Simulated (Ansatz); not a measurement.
# Starting-point dependence of the GW gap of Cs2AgBiBr6 (Fm-3m)

How much of the starting functional survives in the G0W0 gap of Cs2AgBiBr6 (Fm-3m)?

Program: Ansatz 0.2.0. Level of theory: G0W0 on several functionals, plane waves, PAW. Results are calculated unless marked as measured.

In doubt: one-shot GW on d or f shells is unsure, so the values of those runs are not to be relied on; masses and optical values from hybrid runs of this build are listed as unsure (steps 3, 4), which bears on the screening that GW takes from such a start.

## Step 1: Starting point

It takes space group Fm-3m (No. 225, cubic). The conventional cell has a = 11.232 Å, b = 11.232 Å, c = 11.232 Å, α = 90.00°, β = 90.00°, γ = 90.00°. Cs has 12 Br at 3.97 Å nearest. Nearest to Ag lie 6 Br at 2.80 Å. Nearest to Bi lie 6 Br at 2.81 Å. Nearest to Br lie 1 Ag at 2.80 Å and 1 Bi at 2.81 Å and 4 Cs at 3.97 Å. Farther neighbours and most contacts between anions are not listed.

The cell and positions come from the Crystallography Open Database and are kept as given unless a step says otherwise. Spin-orbit coupling is left out unless a step names it. The default PAW set here is soft_2. Its files were made with PBE.

## Step 2: G0W0 on PBE

G0W0 replaces the xc potential by the self-energy, built once from these orbitals. Only a window of levels is corrected, while the sums run over the empty bands that the input names.

This step: G0W0 on PBE, plane waves, PAW.

Contents of input.yaml:

```yaml
crystal:
  lattice:
    - [0.0, 5.6161, 5.6161]
    - [5.6161, 0.0, 5.6161]
    - [5.6161, 5.6161, 0.0]
  atoms:
    - { symbol: Cs, position: [0.25, 0.25, 0.25] }
    - { symbol: Cs, position: [0.75, 0.75, 0.75] }
    - { symbol: Ag, position: [0.5, 0.5, 0.5] }
    - { symbol: Bi, position: [0.0, 0.0, 0.0] }
    - { symbol: Br, position: [0.25055, 0.74945, 0.25055] }
    - { symbol: Br, position: [0.25055, 0.74945, 0.74945] }
    - { symbol: Br, position: [0.74945, 0.25055, 0.74945] }
    - { symbol: Br, position: [0.74945, 0.25055, 0.25055] }
    - { symbol: Br, position: [0.25055, 0.25055, 0.74945] }
    - { symbol: Br, position: [0.74945, 0.74945, 0.25055] }
kpoints:
  mp_grid: { grid: [2, 2, 2] }
hamiltonian:
  xc: pbe
scf:
  occupations: { method: fixed }
gw:
  n_empty_bands: 1057
  ecut_chi: 120.0
  qp_bands: [v3, c3]
  qp_kpoints: band_edges
  screening: { model: contour_deformation }
```

Launch:

```sh
> ansatz run input.yaml --threads 3 --pin off --max-ram 92160MiB --backend cuda --events-out ev --progress --plain --runs-dir out --devices 1 --max-vram 13GiB  # rebuilt from the run's record
```

Numbers of over 12 decimals in the logs are rounded to 6 here.

Log:

```text
GPUs: using 1 of 1 available (devices: 1).
Engine: ansatz 0.2.0, x86_64-unknown-linux-gnu
Pseudopotentials: kind: paw
Pseudopotential: Cs, paw, valence charge 9, recommended cutoff 420 eV (normal), Cs.paw.azcp
Pseudopotential: Ag, paw, valence charge 19, recommended cutoff 420 eV (normal), Ag.paw.azcp
Pseudopotential: Bi, paw, valence charge 15, recommended cutoff 420 eV (normal), Bi.paw.azcp
Pseudopotential: Br, paw, valence charge 7, recommended cutoff 420 eV (normal), Br.paw.azcp
Functional definition: PBE
  parameter kappa = 0.804
  parameter beta = 0.066725
  exchange = pbe_x(kappa = kappa, mu = beta*pi^2/3)
  correlation = pbe_c(beta = beta)
device memory: the entry about to start is reckoned to put 4.4 GiB on a device that reports 19.0 GiB free (of which the cap on the GPU budget leaves the run 13.0 GiB)
GPU FFT provider: cuFFT
GPU libraries: cuBLAS 13.8.2, cuFFT 12.4.0, cuSOLVER 12.3.4
Crystal: 10 atoms, lattice volume = 354.270 Å³
Basis set: ecut = 420 eV, 6879 PW (Γ)
Bands: 57, of which v1, the nominal top of the filled ones, is band 47 counted from 1 (46 counted from 0)
Symmetry: 48 space group operations
Space group: Fm-3m (ITA 225), of the structure as read, at distance tolerance 7.1e-5 Å
k-points: 3 of 8
Non-local potential: Cs, projectors of the file, l = 0: 3, l = 1: 2, l = 2: 2, l = 3: 2
Non-local potential: Ag, projectors of the file, l = 0: 3, l = 1: 2, l = 2: 2, l = 3: 1
Non-local potential: Bi, projectors of the file, l = 0: 2, l = 1: 2, l = 2: 2, l = 3: 2
Non-local potential: Br, projectors of the file, l = 0: 2, l = 1: 2, l = 2: 2
PAW form: soft (Blöchl's): semilocal exchange-correlation on the pseudo side does not see the compensation charge
PAW one-centre angular grid: Cs, 194 points (default); XC on 64 Gauss nodes
PAW one-centre angular grid: Ag, 590 points (default); XC on 64 Gauss nodes
PAW one-centre angular grid: Bi, 590 points (default); XC on 64 Gauss nodes
PAW one-centre angular grid: Br, 110 points (default); XC on 64 Gauss nodes
Initial density: superposition of atomic densities (neutral atoms: chi_scale 0, normalization atom), corrected by the library's trained network
Initial wavefunctions: pseudopotential atomic-orbital guess
GPU buffer pool allocated for 157464 grid points (all kernels)
GPU transforms: local potential and band sums: pruned to the plane-wave sphere, on 54×54×54
Functional: x = pbe(κ = 0.804, μ = 0.219515), c = pbe(β = 0.066725)
SCF iter   1: F=—  HF=-48038.825932 eV  |F-HF|=—  |Δ(HF+E_count)|=         —  Δρ=6.39e-4  dr2=2.60e-3  ethr=1.77e-3  ⟨swp⟩=5.3  Hψ=594  notcnv=0  defer=21
preconditioner: auto → Resta (q_TF=auto, 2.187 Å⁻¹)  ε∞=3.6  [insulator: Δε(μ)=1.245 eV  Ē_g=10.313 eV  n_scr=58 (ndim 8)  ℏωp=16.7 eV  f_vac=0.040  ε∞_Penn≈3.6]
SCF iter   2: F=—  HF=-48038.831409 eV  |F-HF|=—  |Δ(HF+E_count)|=   5.48e-3  Δρ=3.06e-4  dr2=2.10e-4  ethr=2.77e-6  ⟨swp⟩=3.0  Hψ=463  notcnv=0  defer=23
SCF iter   3: F=—  HF=-48038.831575 eV  |F-HF|=—  |Δ(HF+E_count)|=   1.66e-4  Δρ=1.58e-4  dr2=5.59e-5  ethr=2.23e-7  ⟨swp⟩=2.0  Hψ=229  notcnv=0  defer=22
SCF iter   4: F=—  HF=-48038.831663 eV  |F-HF|=—  |Δ(HF+E_count)|=   8.77e-5  Δρ=4.78e-5  dr2=7.90e-6  ethr=5.95e-8  ⟨swp⟩=2.0  Hψ=263  notcnv=0  defer=21
SCF iter   5: F=—  HF=-48038.831663 eV  |F-HF|=—  |Δ(HF+E_count)|=   4.86e-7  Δρ=1.34e-5  dr2=7.21e-7  ethr=8.40e-9  ⟨swp⟩=2.0  Hψ=300  notcnv=0  defer=22
SCF iter   6: F=-48038.831664 eV  HF=-48038.831664 eV  |F-HF|=6.40e-9  |Δ(HF+E_count)|=   8.56e-7  Δρ=3.03e-6  dr2=4.31e-8  ethr=1.06e-10  ⟨swp⟩=17.7  Hψ=938  notcnv=0
SCF 1 converged in 6 iterations: F = -48038.831664 eV  dr2 = 4.31e-8
  greatest PAW one-centre occupation: 1.000 electrons in one spin orbital (limit 2), on the Ag atom at site 2 (counted from 0), in its partial waves of l = 0
device memory: the entry about to start is reckoned to put 5.4 GiB (of the 5.5 GiB reckoned in all, the device holds 0.1 GiB already) on a device that reports 18.9 GiB free (of which the cap on the GPU budget leaves the run 12.9 GiB)
NSCF: frozen V_eff on 3 k-points
the band table was solved once the SCF had ended and its energy, with any forces and stress, was formed, with the checks that follow a solve (738 applications of the Hamiltonian). They found nothing against the state; the energy, forces and stress were not computed again (output.eigenvalues in the input reference)
device memory: the entry about to start is reckoned to put 9.7 GiB on a device that reports 19.0 GiB free (of which the cap on the GPU budget leaves the run 13.0 GiB)
NSCF: frozen V_eff on 3 k-points
G₀W₀ screening: q 1/3
[... further progress lines ...]
device memory: the entry about to start is reckoned to put 1.4 GiB on a device that reports 19.4 GiB free (of which the cap on the GPU budget leaves the run 13.0 GiB)
NSCF: frozen V_eff on 1 k-points
device memory: the entry about to start is reckoned to put 1.4 GiB on a device that reports 19.4 GiB free (of which the cap on the GPU budget leaves the run 13.0 GiB)
NSCF: frozen V_eff on 1 k-points
SCF converged after 6 iterations
Free energy (F): -48038.831664 eV
Harris-Foulkes:  -48038.831664 eV  (|F-HF|=6.40e-9)
Internal energy: -48038.831664 eV  (E = F + TS)
E sigma→0 (E₀):  -48038.831664 eV
Fermi energy:    4.467299 eV
--- Per-component energies (eV) ---
  E_band       = -797.612010
  E_kinetic    = 1917.401362
  E_local      = -8313.720587  (includes V_loc(G=0)·N_el)
  E_nonlocal   = 1129.057446
  E_hartree    = 3268.780947
  E_xc         = -2273.417228
  E_vxc        = -1255.086492  (∫ρ·V_xc dr)
  E_paw        = -38180.965163  (= ΣΔE_a)
  E_vpaw       = -812.835067  (= ΣTr[D̂ρ^β])
  E_aug_tail   = -0.000082  (compensation charges beyond the density's cutoff)
  E_ewald      = -5585.968359
  E_smearing   = -0.000000  (= −TS)
  E_closure    = -0.000000  (closes the sum)
  Σ components = -48038.831664   (vs F -48038.831664, Δ=0.00e0)
--- Band table (eV) ---
  k-point 0: bands = [... 43 lower, 3.2209, 3.2209, 3.7748, 3.7748, 6.7482, 6.7482, 6.7482, 8.0610, ... 6 higher]
  k-point 1: bands = [... 43 lower, 2.9219, 3.0703, 3.1829, 3.1829, 5.7010, 8.1537, 8.1537, 9.3734, ... 6 higher]
  k-point 2: bands = [... 43 lower, 2.8871, 3.2041, 3.7690, 4.4673, 7.2559, 7.2559, 7.6269, 8.8064, ... 6 higher]
--- G₀W₀: contour deformation, 7 samples at zero and on the imaginary axis and 2 off it, 8 q-points, 1057 empty bands' worth ---
  eigenvalues of the whole cell's RPA ε∞ on this k-mesh (on a slab, of 1 + 4πα/V) = 5.8051, 5.8051, 5.8051; static W/v taken at q = 0 is 0.172264
  gw.qp_kpoints: band_edges: 3 of 3 stored k-points solved, in 1 pass; an edge of the gap read off the rows below is read off those points alone
    ik  band        ε_KS         Σx   Σc(E_QP)       V_xc       Z   E_QP_lin       E_QP  E_QP is
     0    45      3.2209   -19.8580     2.7246   -16.0215  0.7435     2.0734     2.1091  root
     0    46      3.7748   -26.6134     3.2267   -22.6073  0.7400     2.9800     2.9955  root
     0    47      3.7748   -26.6134     3.2267   -22.6073  0.7400     2.9800     2.9955  root
     0    48      6.7482    -9.4779    -3.5191   -13.3134  0.7779     7.0665     7.0646  root
     0    49      6.7482    -9.4779    -3.5191   -13.3134  0.7779     7.0665     7.0646  root
     0    50      6.7482    -9.4779    -3.5191   -13.3134  0.7779     7.0665     7.0646  root
     1    45      3.0703   -18.7968     1.7414   -16.2431  0.7524     2.2411     2.2579  root
     1    46      3.1829   -23.2056     3.1310   -19.1260  0.7392     2.2056     2.2343  root
     1    47      3.1829   -23.2056     3.1310   -19.1260  0.7392     2.2056     2.2343  root
     1    48      5.7010    -9.8247    -3.5416   -13.6712  0.7815     6.0074     6.0059  root
     1    49      8.1537   -12.4926    -3.5598   -16.4888  0.7300     8.5391     8.5901  root
     1    50      8.1537   -12.4926    -3.5598   -16.4888  0.7300     8.5391     8.5901  root
     2    45      3.2041   -19.7988     2.7190   -15.9683  0.7435     2.0566     2.0926  root
     2    46      3.7690   -26.6210     3.2336   -22.6078  0.7396     2.9737     2.9894  root
     2    47      4.4673   -24.3395     2.2863   -21.3670  0.7549     3.7712     3.7810  root
     2    48      7.2559   -10.3862    -3.6214   -14.3640  0.7676     7.6151     7.6122  root
     2    49      7.2559   -10.3862    -3.6214   -14.3640  0.7676     7.6151     7.6122  root
     2    50      7.6269   -10.8628    -3.7294   -14.9798  0.7589     8.0185     8.0144  root
```

Run time: 13 s. Hardware: 1 × NVIDIA H100 80GB HBM3 (shared by 6 runs) with 3 threads of AMD EPYC 7R13 (Zen 3), shared host; peak memory 2.3 GiB.

Numbers from this step:

| Item | Value |
| --- | --- |
| bands summed | 1104 |
| RPA ε∞ on this mesh (eigenvalues) | 5.805, 5.805, 5.805 |
| plane waves in the screening matrix | 1067 |
| q-points in the mesh | 8 |
| G0W0 gap on the mesh | 2.225 eV |
| k of the valence top | 0, -0.5, -0.5 |
| k of the conduction bottom | 0, 0, -0.5 |
| starting gap on the mesh | 1.234 eV |
| Z at the valence top | 0.7549 |
| Z at the conduction bottom | 0.7815 |
| least direct G0W0 gap on the computed points | 3.748 eV |

The gap on the mesh goes from 1.23 eV to 2.22 eV, a correction of +0.99 eV. Between the two edge states, bare exchange in place of the xc potential would open the gap by 6.82 eV, and correlation takes back 5.83 eV.

## Step 3: G0W0 on HSE06

The same correction from a different start measures what one shot leaves open.

This step: G0W0 on HSE06, plane waves, PAW.

Changes to input.yaml since step 2:

```diff
@@ -19,3 +19,3 @@
 hamiltonian:
-  xc: pbe
+  xc: hse06
 scf:
```

Log:

```text
GPUs: using 1 of 1 available (devices: 1).
[...]
davidson cushion auto → on  (no smearing: the cushion is to keep the highest requested band from converging to the state above it; pin scf.eigensolver.cushion to override)
[...]
GPU FFT provider: cuFFT
GPU libraries: cuBLAS 13.8.2, cuFFT 12.4.0, cuSOLVER 12.3.4
Crystal: 10 atoms, lattice volume = 354.270 Å³
Basis set: ecut = 420 eV, 6879 PW (Γ)
Bands: 57, of which v1, the nominal top of the filled ones, is band 47 counted from 1 (46 counted from 0)
[... 1 set-up line as in the run before ...]
[...]
k-points: 3 of 8
[...]
GPU buffer pool allocated for 157464 grid points (all kernels)
[...]
SCF iter   1: F=—  HF=-48038.801653 eV  |F-HF|=—  |Δ(HF+E_count)|=         —  Δρ=9.61e-4  dr2=3.43e-3  ethr=1.77e-3  ⟨swp⟩=15.0  Hψ=840  notcnv=0
[...]
SCF iter   3: F=-48038.806179 eV  HF=-48038.806144 eV  |F-HF|=3.53e-5  |Δ(HF+E_count)|=   1.26e-4  Δρ=1.26e-4  dr2=2.81e-5  ethr=2.75e-7  ⟨swp⟩=3.7  Hψ=456  notcnv=0
SCF 1 stopped early in 3 iterations: F = -48038.806179 eV  dr2 = 2.81e-5
[...]
GPU FFT provider: cuFFT
GPU libraries: cuBLAS 13.8.2, cuFFT 12.4.0, cuSOLVER 12.3.4
[...]
GPU buffer pool allocated for 157464 grid points (all kernels)
[...]
Frozen-core exchange: fock
[...]
Internal energy: -48067.529885 eV  (E = F + TS)
E sigma→0 (E₀):  -48067.529885 eV
Fermi energy:    3.829137 eV
[...]
--- Band table (eV) ---
  k-point 0: bands = [... 43 lower, 2.3706, 2.3706, 2.9188, 2.9188, 6.9723, 6.9723, 6.9723, 8.3852]
  k-point 1: bands = [... 43 lower, 2.0786, 2.2994, 2.2994, 2.4780, 5.9671, 8.4064, 8.4064, 9.7271]
  k-point 2: bands = [... 43 lower, 1.9184, 2.3549, 2.9120, 3.8291, 7.4998, 7.4998, 7.8918, 9.4464]
  guard bands above this table: 6 of the run's 57 bands. The solve was not asked for them (output.publish_guard_bands: true or output.eigenvalues: true publishes all)
[...]
bands read: the sum over 1104 bands ends inside a degenerate multiplet in 1 slot, whose members it reads at an even weight; the widest, k=0: bands 1104 to 1106 (counted from 1) at 1/3 each
[...]
0    45      2.3706   -19.8500     2.3325   -16.8704  0.7802     1.7163     1.7235  root
     0    46      2.9188   -25.5298     2.6620   -22.5799  0.7800     2.6296     2.6309  root
     0    47      2.9188   -25.5298     2.6620   -22.5799  0.7800     2.6296     2.6309  root
     0    48      6.9723    -9.2492    -3.3773   -12.9370  0.8107     7.2840     7.2828  root
     0    49      6.9723    -9.2492    -3.3773   -12.9370  0.8107     7.2840     7.2828  root
     0    50      6.9723    -9.2492    -3.3773   -12.9370  0.8107     7.2840     7.2828  root
     1    45      2.2994   -22.3216     2.5848   -19.2591  0.7755     1.8175     1.8217  root
     1    46      2.2994   -22.3216     2.5848   -19.2591  0.7755     1.8175     1.8217  root
[...]
2    47      3.8291   -23.3556     1.8179   -21.2160  0.7930     3.5060     3.5074  root
     2    48      7.4998   -10.1067    -3.4645   -13.9110  0.8033     7.8412     7.8396  root
     2    49      7.4998   -10.1067    -3.4645   -13.9110  0.8033     7.8412     7.8396  root
     2    50      7.8918   -10.5826    -3.5465   -14.4877  0.7975     8.2524     8.2505  root
[key lines of the parts left out:]
Free energy (F): -48067.529885 eV
```

It took 79 s on 1 × NVIDIA H100 80GB HBM3 (shared by 6 runs) with 3 threads; peak memory 2.4 GiB.

This step gave:

- bands summed: 1104
- RPA ε∞ on this mesh (eigenvalues): 4.200, 4.200, 4.200
- plane waves in the screening matrix: 1067
- q-points in the mesh: 8
- G0W0 gap on the mesh: 2.753 eV
- k of the valence top: 0, -0.5, -0.5
- k of the conduction bottom: 0, 0, -0.5
- starting gap on the mesh: 2.138 eV
- Z at the valence top: 0.7930
- Z at the conduction bottom: 0.8134
- least direct G0W0 gap on the computed points: 4.278 eV

Against the run with 2×2×2 mesh, 1057 empty bands, screening to 120 eV on PBE, the gap moves by +0.53 eV, while the start moved by +0.90 eV.

## Step 4: G0W0 on PBE0

This step: G0W0 on PBE0, plane waves, PAW.

Changes to input.yaml since step 3:

```diff
@@ -19,3 +19,3 @@
 hamiltonian:
-  xc: hse06
+  xc: pbe0
 scf:
```

Log:

```text
GPUs: using 1 of 1 available (devices: 1).
[...]
GPU FFT provider: cuFFT
GPU libraries: cuBLAS 13.8.2, cuFFT 12.4.0, cuSOLVER 12.3.4
Crystal: 10 atoms, lattice volume = 354.270 Å³
Basis set: ecut = 420 eV, 6879 PW (Γ)
Bands: 57, of which v1, the nominal top of the filled ones, is band 47 counted from 1 (46 counted from 0)
[... 1 set-up line as in the run before ...]
[...]
k-points: 3 of 8
[...]
1    45      1.9158   -22.3419     2.4391   -19.6532  0.7927     1.6653     1.6662  root
     1    46      1.9158   -22.3419     2.4391   -19.6532  0.7927     1.6653     1.6662  root
[...]
2    47      3.4856   -23.3327     1.7110   -21.5215  0.8082     3.3853     3.3854  root
     2    48      7.8400   -10.0737    -3.3546   -13.5334  0.8189     7.9452     7.9451  root
     2    49      7.8400   -10.0737    -3.3546   -13.5334  0.8189     7.9452     7.9451  root
     2    50      8.2407   -10.5517    -3.4296   -14.1029  0.8140     8.3624     8.3622  root
[key lines of the parts left out:]
Free energy (F): -48061.287743 eV
Fermi energy:    3.485603 eV
```

Run time: 75 s. Hardware: 1 × NVIDIA H100 80GB HBM3 (shared by 6 runs) with 3 threads; peak memory 2.4 GiB; 1.9 min of CPU time.

Numbers from this step:

| Quantity | Value |
| --- | --- |
| bands summed | 1104 |
| RPA ε∞ on this mesh (eigenvalues) | 3.805, 3.805, 3.805 |
| plane waves in the screening matrix | 1067 |
| G0W0 gap on the mesh | 2.969 eV |
| k of the valence top | 0, -0.5, -0.5 |
| k of the conduction bottom | 0, 0, -0.5 |
| starting gap on the mesh | 2.807 eV |
| least direct G0W0 gap on the computed points | 4.498 eV |

Against the run with 2×2×2 mesh, 1057 empty bands, screening to 120 eV on HSE06, the gap moves by +0.22 eV, while the start moved by +0.67 eV.

## Step 5: The starts together

All on the 2×2×2 mesh with 1057 empty bands and screening to 120 eV. Times are wall times on 1 × NVIDIA H100 80GB HBM3 (shared by 6 runs) with 3 threads of AMD EPYC 7R13 (Zen 3), shared host, good to a factor of about two.

| start | starting gap (eV) | shift (eV) | G0W0 gap (eV) | RPA ε∞ (harmonic mean) | Z (valence, conduction) | time |
| --- | --- | --- | --- | --- | --- | --- |
| PBE | 1.23 | +0.99 | 2.22 | 5.81 | 0.75, 0.78 | 13 s |
| HSE06 | 2.14 | +0.61 | 2.75 | 4.20 | 0.79, 0.81 | 79 s |
| PBE0 | 2.81 | +0.16 | 2.97 | 3.81 | 0.81, 0.83 | 75 s |

The parts of the quasiparticle energy at the two band edges (eV; QP = start + Σx + Σc − Vxc):

| run | edge | start | Σx | Σc | Vxc | Z | QP |
| --- | --- | --- | --- | --- | --- | --- | --- |
| PBE | valence top | 4.47 | -24.34 | 2.29 | -21.37 | 0.75 | 3.78 |
| PBE | conduction bottom | 5.70 | -9.82 | -3.54 | -13.67 | 0.78 | 6.01 |
| HSE06 | valence top | 3.83 | -23.36 | 1.82 | -21.22 | 0.79 | 3.51 |
| HSE06 | conduction bottom | 5.97 | -9.47 | -3.44 | -13.20 | 0.81 | 6.26 |
| PBE0 | valence top | 3.49 | -23.33 | 1.71 | -21.52 | 0.81 | 3.39 |
| PBE0 | conduction bottom | 6.29 | -9.44 | -3.35 | -12.85 | 0.83 | 6.35 |

For a hybrid start, Vxc holds its share of exact exchange.

## Step 6: Results

```json
{
 "G0W0@PBE": "2.22 eV (start 1.23 eV)",
 "G0W0@HSE06": "2.75 eV (start 2.14 eV)",
 "G0W0@PBE0": "2.97 eV (start 2.81 eV)",
 "known limits": "not at the basis limit; d shell near the gap, gap tends to lie low; no spin-orbit coupling; coarse k mesh"
}
```

**Reading.** The starting gaps span 1.57 eV and the G0W0 gaps 0.74 eV. Between PBE and PBE0, 0.74 eV of the 1.57 eV survives, 47 %. PBE0 screens less than PBE (ε∞ 3.81 against 5.81). Of the 0.74 eV by which its G0W0 gap is higher, the correlation part gives +0.77 eV, and exchange with the one-particle terms, which follow the orbitals, −0.03 eV. The smallest correction, +0.16 eV, is on PBE0, the start nearest to reproducing itself. Bands and cutoff are finite, so the gap is not at the basis limit. The miss can reach some tenths of an eV and take either sign; the mesh is an error of its own. The 2×2×2 mesh is coarse for this cell (its supercell is 16 Å along the shortest edge). The RPA ε∞ on it, from the PBE start, is 5.81; such meshes misread the long-range screening, most where the gap is narrow. The program warns that the mesh is coarse for exact exchange, which bears on the hybrid start's gap. Where an edge is built on 6p states of lead, bismuth or thallium, scalar-relativistic gaps usually stand too wide, by a few tenths to over one eV. A d shell, filled or nearly so, lies near the gap. One-shot GW converges very slowly in bands there, not always from below, and on a semilocal start the gap tends to come out low; starts rich in exact exchange can overshoot instead. The many-body steps are scalar-relativistic: spin-orbit coupling is not in them.

[Paths, hosts, dates, memory and timing lines, banners, echoed tables and standing remarks are left out of the program output.]

[Logs are printed without paths, hosts, clocks, repeated set-up lines and the standing remarks that a program may print on its own settings, such as how far it seeks lower states.]

[Runs of the session that timed out or met a known fault of the program may be left out.]

[Cells called generated may have been cut or substituted from an entry of the Crystallography Open Database or the Materials Project.]

[Hosts, paths, dates, database ids (printed as entryN), source tags and the programs' standing remarks are cut or masked in the printed files.]
